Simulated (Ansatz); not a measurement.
**NaSbSe3 (model cell, started as cubic perovskite with Sb in the octahedra): following an unstable mode**

Wanted: the energy along a soft mode of NaSbSe3 (model cell, started as cubic perovskite with Sb in the octahedra) and the structure at the end.

Calculated with Ansatz 0.2.0; DFT r2SCAN, scalar-relativistic, plane waves, PAW; PAW set soft_1.

The structure was built from a prototype and need not be the compound's stable phase.

**1. The starting structure**

Symmetry: Pm-3m, No. 221, cubic system. The conventional cell has a = 5.327 Å, b = 5.327 Å, c = 5.327 Å, α = 90.00°, β = 90.00°, γ = 90.00°. Na has 12 Se at 3.77 Å nearest. Sb has 6 Se at 2.66 Å nearest. Se has 2 Sb at 2.66 Å and 4 Na at 3.77 Å nearest. Farther neighbours and most contacts between anions are not listed.

**2. Modes at Γ**

The cell comes from relaxations at this level that are not shown. The zone centre is the only wavevector solved here; it holds the modes that light can see, as far as symmetry allows. No field response is asked, since the mesh shows no gap.

input.yaml reads:

```yaml
crystal:
  lattice:
    - [5.3266782176, 0.0, 0.0]
    - [0.0, 5.3266782176, 0.0]
    - [0.0, 0.0, 5.3266782176]
  atoms:
    - { symbol: Na, position: [0.0, 0.0, 0.0] }
    - { symbol: Sb, position: [0.5, 0.5, 0.5] }
    - { symbol: Se, position: [0.5, 0.5, 0.0] }
    - { symbol: Se, position: [0.5, 0.0, 0.5] }
    - { symbol: Se, position: [0.0, 0.5, 0.5] }
kpoints:
  mp_grid: { grid: [8, 8, 8] }
hamiltonian:
  xc: r2scan
  pseudopotentials: { kind: paw, azcp: { folder: soft_1 } }
scf:
  occupations: { method: methfessel_paxton, width: 0.2 }
output:
  eigenvalues: true
phonons:
  method: dfpt
```

Run with:

```bash
ansatz run input.yaml --threads 8 --pin off --max-ram 16384MiB --backend cpu --events-out ev --progress --plain --runs-dir out
```

Numbers of over 12 decimals in the logs are rounded to 6 here.

The program printed:

```text
Engine: ansatz 0.2.0, aarch64-unknown-linux-gnu
Pseudopotentials: kind: paw
Pseudopotential: Na, paw, valence charge 9, recommended cutoff 500 eV (meta_gga), soft_1/Na.paw.azcp
Pseudopotential: Sb, paw, valence charge 15, recommended cutoff 500 eV (meta_gga), soft_1/Sb.paw.azcp
Pseudopotential: Se, paw, valence charge 16, recommended cutoff 500 eV (meta_gga), soft_1/Se.paw.azcp
Functional definition: r2SCAN
  parameter k0 = 0.174
  parameter k1 = 0.065
  parameter a1 = 4.9479
  exchange = r2scan_x(k0 = k0, k1 = k1, a1 = a1)
  correlation = r2scan_c
Crystal: 5 atoms, lattice volume = 151.137 Å³
Basis set: ecut = 500 eV, 3887 PW (Γ), exchange–correlation on 320×320×320 points (512 copies of the dense FFT grid, shifted against one another)
Bands: 44, of which v1, the nominal top of the filled ones, is band 36 counted from 1 (35 counted from 0)
Symmetry: 48 space group operations
k-points: 170 of 512 (irreducible under 2 space group operations, time reversal used)
Non-local potential: Na, projectors of the file, l = 0: 3, l = 1: 2, l = 2: 1
Non-local potential: Sb, projectors of the file, l = 0: 2, l = 1: 2, l = 2: 2, l = 3: 1
Non-local potential: Se, projectors of the file, l = 0: 2, l = 1: 2, l = 2: 3, l = 3: 1
PAW form: soft (Blöchl's): semilocal exchange-correlation on the pseudo side does not see the compensation charge
PAW frozen core: Na, regenerated for the run's functional (the file was generated under x = pbe(κ = 0.804, μ = 0.219515), c = pbe(β = 0.066725))
PAW frozen core: Sb, regenerated for the run's functional (the file was generated under x = pbe(κ = 0.804, μ = 0.219515), c = pbe(β = 0.066725))
PAW frozen core: Se, regenerated for the run's functional (the file was generated under x = pbe(κ = 0.804, μ = 0.219515), c = pbe(β = 0.066725))
PAW one-centre angular grid: Na, 302 points (default); XC on 317 of its mesh's 2451 points in the sphere
PAW one-centre angular grid: Sb, 590 points (default); XC on 160 Gauss nodes
PAW one-centre angular grid: Se, 590 points (default); XC on 160 Gauss nodes
Initial density: superposition of atomic densities (chi_scale 0.1, normalization cell, long waves kept (reshape's long-wave potential 0.02 eV rms))
Initial wavefunctions: pseudopotential atomic-orbital guess
Functional: x = r2scan, c = r2scan; τ floored in thin density (d = 2e-4 eV/Å³)
iter 1 solved again at ethr=2.98e-3 eV; its pass at ethr=3.10e-3 eV (dr2=2.15e0 eV) is discarded
SCF iter   1: F=—  HF=-24423.683539 eV  |F-HF|=—  |Δ(HF+E_count)|=         —  Δρ=4.10e-2  dr2=2.14e0  dr2_τ=7.66e-3  ethr=2.98e-3  ⟨swp⟩=1.0  Hψ=38603  notcnv=0
preconditioner: auto → LDOS  [metal: Δε(μ)=0.015 eV  Ē_g=9.955 eV  σ=0.200 eV  W_gap=0.06  n_scr=32 (ndim 8)  ℏωp=14.8 eV  f_vac=0.098  D(μ)=3.21/eV (n_scr^D=18)  β→1.0]
SCF iter   2: F=—  HF=-24423.191912 eV  |F-HF|=—  |Δ(HF+E_count)|=   4.92e-1  S|Δr|=    0.00e0  Δρ=2.51e-2  dr2=4.20e-1  dr2_τ=2.53e-3  ethr=2.98e-3  ⟨swp⟩=3.9  Hψ=19256  notcnv=0  defer=115
SCF iter   3: F=—  HF=-24422.939037 eV  |F-HF|=—  |Δ(HF+E_count)|=   2.53e-1  S|Δr|=    0.00e0  Δρ=3.04e-3  dr2=9.96e-3  dr2_τ=1.86e-4  ethr=5.83e-4  ⟨swp⟩=2.0  Hψ=15371  notcnv=0  defer=335
SCF iter   4: F=—  HF=-24422.940881 eV  |F-HF|=—  |Δ(HF+E_count)|=   1.84e-3  S|Δr|=    0.00e0  Δρ=4.01e-4  dr2=3.17e-4  dr2_τ=1.22e-5  ethr=1.38e-5  ⟨swp⟩=2.0  Hψ=13241  notcnv=0  defer=335
SCF iter   5: F=—  HF=-24422.941075 eV  |F-HF|=—  |Δ(HF+E_count)|=   1.94e-4  S|Δr|=    0.00e0  Δρ=4.51e-5  dr2=1.40e-6  dr2_τ=1.47e-7  ethr=4.40e-7  ⟨swp⟩=2.0  Hψ=9211  notcnv=0  defer=335
SCF iter   6: F=—  HF=-24422.941080 eV  |F-HF|=—  |Δ(HF+E_count)|=   4.71e-6  S|Δr|=    0.00e0  Δρ=9.87e-6  dr2=1.65e-7  dr2_τ=8.49e-9  ethr=1.94e-9  ⟨swp⟩=2.1  Hψ=13395  notcnv=0  defer=335
SCF iter   7: F=—  HF=-24422.941080 eV  |F-HF|=—  |Δ(HF+E_count)|=   6.47e-8  S|Δr|=    0.00e0  Δρ=3.65e-6  dr2=1.63e-8  dr2_τ=6.15e-10  ethr=2.29e-10  ⟨swp⟩=2.1  Hψ=13092  notcnv=0  defer=335
SCF iter   8: F=—  HF=-24422.941080 eV  |F-HF|=—  |Δ(HF+E_count)|=   3.18e-8  S|Δr|=    0.00e0  Δρ=8.01e-7  dr2=8.57e-10  dr2_τ=3.13e-11  ethr=2.27e-11  ⟨swp⟩=2.0  Hψ=13349  notcnv=0  defer=335
SCF iter   9: F=—  HF=-24422.941080 eV  |F-HF|=—  |Δ(HF+E_count)|=   1.08e-9  S|Δr|=    0.00e0  Δρ=1.83e-7  dr2=6.53e-11  dr2_τ=7.92e-13  ethr=1.19e-12  ⟨swp⟩=2.0  Hψ=10559  notcnv=0  defer=335
SCF iter  10: F=-24422.941080 eV  HF=-24422.941080 eV  |F-HF|=3.64e-12  |Δ(HF+E_count)|=  1.82e-11  S|Δr|=    0.00e0  Δρ=4.60e-8  dr2=2.61e-12  dr2_τ=1.35e-13  ethr=1.00e-12  ⟨swp⟩=13.6  Hψ=39975  notcnv=0
SCF 1 converged in 10 iterations: F = -24422.941080 eV  dr2 = 2.61e-12
  greatest PAW one-centre occupation: 1.002 electrons in one spin orbital (limit 2), on the Na atom at site 0 (counted from 0), in its partial waves of l = 0
DFPT response loops at Γ: preconditioner auto → none (partly filled bands, converged f_vac=0.199); β = 0.50; Broyden in place of MSR1
SCF converged after 10 iterations
Stability not checked: this state was not tested for a lower state beside it, because cold or Methfessel-Paxton smearing, or corrected tetrahedra, fill the levels in a way that the test cannot read (fill_not_monotonic; see scf.lower_state_search)
Free energy (F): -24422.941080 eV
Harris-Foulkes:  -24422.941080 eV  (|F-HF|=3.64e-12)
Internal energy: -24422.942458 eV  (E = F + TS)
E sigma→0 (E₀):  -24422.941424 eV
Entropy (-TS):   0.001378 eV (0.276 meV/atom)
Fermi energy:    4.696790 eV
--- Per-component energies (eV) ---
  E_band       = -1778.004351
  E_kinetic    = 605.726281
  E_local      = -12475.688275  (includes V_loc(G=0)·N_el)
  E_nonlocal   = -392.883187
  E_hartree    = 5989.267785
  E_xc         = -366.736754
  E_vxc        = -438.249697  (∫ρ·V_xc dr)
  E_paw        = -11289.912074  (= ΣΔE_a)
  E_vpaw       = -1081.154740  (= ΣTr[D̂ρ^β])
  E_aug_tail   = -0.000012  (compensation charges beyond the density's cutoff)
  E_vtau       = 25.709806  (kinetic-family band-sum trace: ∫τ·v_τ [+ j·A + Jᵃ·Aᵃ] dr)
  E_ewald      = -6487.901731
  E_core_change = -4.814490  (= ΣΔE_core)
  E_smearing   = 0.001378  (= −TS)
  E_closure    = -0.000000  (closes the sum)
  Σ components = -24422.941080   (vs F -24422.941080, Δ=0.00e0)
--- Band table (eV; the first three rows and the last of 170) ---
  k-point 0: bands = [... 32 lower, 4.0606, 4.0606, 4.0720, 4.0720, 4.0720, 7.8662, 10.6250, 10.6250, ... 4 higher]
  k-point 1: bands = [... 32 lower, 3.9596, 3.9916, 4.0087, 4.0717, 4.0717, 8.1018, 10.6744, 10.8261, ... 4 higher]
  k-point 2: bands = [... 32 lower, 3.7156, 3.8896, 3.9070, 4.0833, 4.0833, 8.6698, 9.9369, 10.8074, ... 4 higher]
  k-point 169: bands = [... 32 lower, 3.4601, 5.1967, 5.1967, 5.1967, 5.7632, 5.7632, 5.7632, 7.9860, ... 4 higher]
--- Phonons (Γ-DFPT): 4 representative perturbations + reference, on 170 of 512 k-points (Σ response iterations 28) ---
  k mesh reduced under 2 symmetry operations, with k and −k counted as one. Each operation leaves every solved perturbation unchanged. A smaller set is not considered because the functional reads the kinetic-energy density
  ASR residual: 1.163e-4 → 0.000e0 eV/Å²; symmetrization residual: 1.341e-5 eV/Å²
  ASR residual per site (eV/Å²): 1.16e-4 4.94e-5 3.77e-5 3.77e-5 3.77e-5
  Γ frequencies (cm⁻¹): -86.08 -86.08 -86.08 -51.79 -51.79 -51.79 -46.20 -46.20 -46.20 0.00 0.00 0.00 123.75 123.75 123.75
  non-analytic LO–TO correction: not included (Born effective charges unavailable; polar crystals: no LO–TO splitting at Γ)
```

Run time: 4 min. Hardware: 8 threads of Arm Neoverse V2, shared host; peak memory 10 GiB.

This step gave:

| Property | Result |
| --- | --- |
| volume per atom | 30.23 Å³ |
| gap on the k-mesh | 0 eV |
| sum-rule residual before enforcement | 1.16e-4 eV/Å² |
| point group | m-3m |
| highest optical mode at the zone centre (no LO-TO term) | 123.8 cm⁻¹ |
| lowest optical zone-centre mode | -86.08 cm⁻¹ |

Patterns of degenerate modes are one choice out of their space. The modes at Γ (shares of kinetic energy by element, %) (negative means imaginary):

```csv
mode,frequency (cm⁻¹),symmetry,Na %,Sb %,Se %
1,-86.1,T1u,27,25,48
2,-86.1,T1u,27,25,48
3,-86.1,T1u,27,25,48
4,-51.8,T2u,0,0,100
5,-51.8,T2u,0,0,100
6,-51.8,T2u,0,0,100
7,-46.2,T1u,67,26,7
8,-46.2,T1u,67,26,7
9,-46.2,T1u,67,26,7
10,0.0,acoustic,6,32,62
11,0.0,acoustic,6,32,62
12,0.0,acoustic,6,32,62
13,123.8,T1u,0,17,83
14,123.8,T1u,0,17,83
15,123.8,T1u,0,17,83
```

Displacements in mode 2 (-86.1 cm⁻¹), the largest set to 1:
```
Na1 -0.06 -0.06  1.00
Sb2 -0.03 -0.02  0.42
Se3  0.03  0.03  0.08
Se4  0.03  0.00 -0.51
Se5  0.00  0.03 -0.51
```

Displacements in mode 7 (-46.2 cm⁻¹), the largest set to 1:
```
Na1 -0.04  0.79  1.00
Sb2  0.01 -0.22 -0.27
Se3  0.00  0.09 -0.08
Se4  0.00 -0.07  0.11
Se5  0.00  0.09  0.11
```

Before it was imposed, the acoustic sum rule was missed by 1.2e-4 eV/Å². Small misses are needed for a sound result but don't prove that mesh and cutoff are converged. The lowest optical mode is imaginary, 86.1i cm⁻¹, so the energy falls along it.

**3. The mode frozen in, largest atomic shift 0 Å**

The mode followed lies at Γ with frequency 86.1i cm⁻¹ and is 3-fold degenerate, the softest among the wavevectors solved. At small amplitude the distorted cell has space group no. 160 by a symmetry search on the positions. The undistorted cell that holds it gives the zero of energy on the same k mesh.

Changes to input.yaml since step 2:

```diff
@@ -19,4 +19,4 @@
 output:
+  forces: true
+  stress: true
   eigenvalues: true
-phonons:
-  method: dfpt
```

The program printed:

```text
[...]
Crystal: 5 atoms, lattice volume = 151.137 Å³
Basis set: ecut = 500 eV, 3887 PW (Γ), exchange–correlation on 160×160×160 points (64 copies of the dense FFT grid, shifted against one another)
Bands: 44, of which v1, the nominal top of the filled ones, is band 36 counted from 1 (35 counted from 0)
Symmetry: 48 space group operations
[...]
k-points: 35 of 512
[...]
k-point 0: bands = [... 32 lower, 4.0606, 4.0606, 4.0719, 4.0719, 4.0719, 7.8662, 10.6249, 10.6249, ... 4 higher]
  k-point 1: bands = [... 32 lower, 3.9596, 3.9915, 4.0087, 4.0717, 4.0717, 8.1019, 10.6744, 10.8261, ... 4 higher]
  k-point 2: bands = [... 32 lower, 3.7155, 3.8895, 3.9070, 4.0833, 4.0833, 8.6698, 9.9369, 10.8073, ... 4 higher]
  k-point 34: bands = [... 32 lower, 3.4601, 5.1967, 5.1967, 5.1967, 5.7631, 5.7631, 5.7631, 7.9860, ... 4 higher]
[key lines of the parts left out:]
SCF converged after 7 iterations
Free energy (F): -24422.941079 eV
Fermi energy:    4.696766 eV
P = ⅓ Tr σ = 0.0078 GPa (0.078 kbar)
```

Wall time 4.1 s (8 threads); peak memory 1 GiB; 30 s of CPU time.

Numbers from this step:

```
pressure                         : 0.007764 GPa
energy from the undistorted cell : 0 meV/atom
```

The run ends at a pressure of 0.01 GPa.

**4. The mode frozen in, largest atomic shift 0.6 Å**

The atoms are moved along the unstable eigenvector, the largest shift by 0.6 Å, with the cell fixed.

input.yaml, the sections that differ from step 3:

```yaml
crystal:
  lattice:
    - [5.3266782176, 0.0, 0.0]
    - [0.0, 5.3266782176, 0.0]
    - [0.0, 0.0, 5.3266782176]
  atoms:
    - { symbol: Na, position: [-0.0650330558, 0.0650330558, 0.0650330558] }
    - { symbol: Sb, position: [0.4728175195, 0.5271824805, 0.5271824805] }
    - { symbol: Se, position: [0.5328631623, 0.4671368377, 0.004883309] }
    - { symbol: Se, position: [0.5328631623, 0.004883309, 0.4671368377] }
    - { symbol: Se, position: [-0.004883309, 0.4671368377, 0.4671368377] }
# kpoints, hamiltonian, scf, output: as in step 3
```

The program printed:

```text
[...]
Crystal: 5 atoms, lattice volume = 151.137 Å³
Basis set: ecut = 500 eV, 3887 PW (Γ), exchange–correlation on 160×160×160 points (64 copies of the dense FFT grid, shifted against one another)
Bands: 44, of which v1, the nominal top of the filled ones, is band 36 counted from 1 (35 counted from 0)
Symmetry: 6 space group operations
[...]
k-point 0: bands = [... 32 lower, 3.8579, 4.0845, 4.0936, 4.0936, 4.1228, 7.9271, 8.9607, 10.1688, ... 4 higher]
  k-point 1: bands = [... 32 lower, 3.8121, 3.9674, 4.0252, 4.1342, 4.1524, 8.1413, 9.0903, 10.1855, ... 4 higher]
  k-point 2: bands = [... 32 lower, 3.6094, 3.8273, 4.0161, 4.1077, 4.1734, 8.6691, 9.2442, 9.8939, ... 4 higher]
  k-point 64: bands = [... 32 lower, 3.2938, 4.9566, 4.9566, 5.2299, 5.7334, 6.4670, 6.4670, 7.6463, ... 4 higher]
[key lines of the parts left out:]
SCF converged after 8 iterations
Free energy (F): -24423.188259 eV
Fermi energy:    4.700862 eV
P = ⅓ Tr σ = 0.4003 GPa (4.003 kbar)
```

The job ended after 12 s (8 threads; peak memory 1 GiB; 90 s of CPU time).

Numbers from this step:

* pressure: 0.4003 GPa
* energy from the undistorted cell: -49.60 meV/atom

The energy, extrapolated to zero smearing, is -49.60 meV/atom against the undistorted cell.

The run ends at a pressure of 0.40 GPa, with forces up to 0.34 eV/Å.

**5. Energy along the mode, all amplitudes (two of the runs are shown above)**

An imaginary frequency means negative curvature, so the energy should fall and then rise again as anharmonic terms take over.

This step gave:

* depth at the lowest point sampled: 49.60 meV/atom
* largest atomic shift at that point: 0.6 Å

The energy from the parent by largest atomic shift:

```csv
largest atomic shift (Å),energy from the parent (meV/atom)
0.000,0
0.040,-0.374
0.080,-1.49
0.140,-4.49
0.220,-10.7
0.320,-21.1
0.450,-36.4
0.600,-49.6
```

Displacement at unit largest shift by atom:

```csv
atom,x (Å),y (Å),z (Å),size
Na1,-0.577,0.577,0.577,0.999
Sb2,-0.241,0.241,0.241,0.417
Se3,0.292,-0.292,0.043,0.415
Se4,0.292,0.043,-0.292,0.415
Se5,-0.043,-0.292,-0.292,0.415
```

The lowest of the steps tried is the last one, at 0.6 Å, 49.6 meV/atom below the parent; the bottom of the well need not coincide with a step.

(Part 1 of 2 ends here.)

[Logs are printed without paths, hosts, clocks, repeated set-up lines and the standing remarks that a program may print on its own settings, such as how far it seeks lower states.]

[Hosts, paths, dates, database ids (printed as entryN), source tags and the programs' standing remarks are cut or masked in the printed files.]
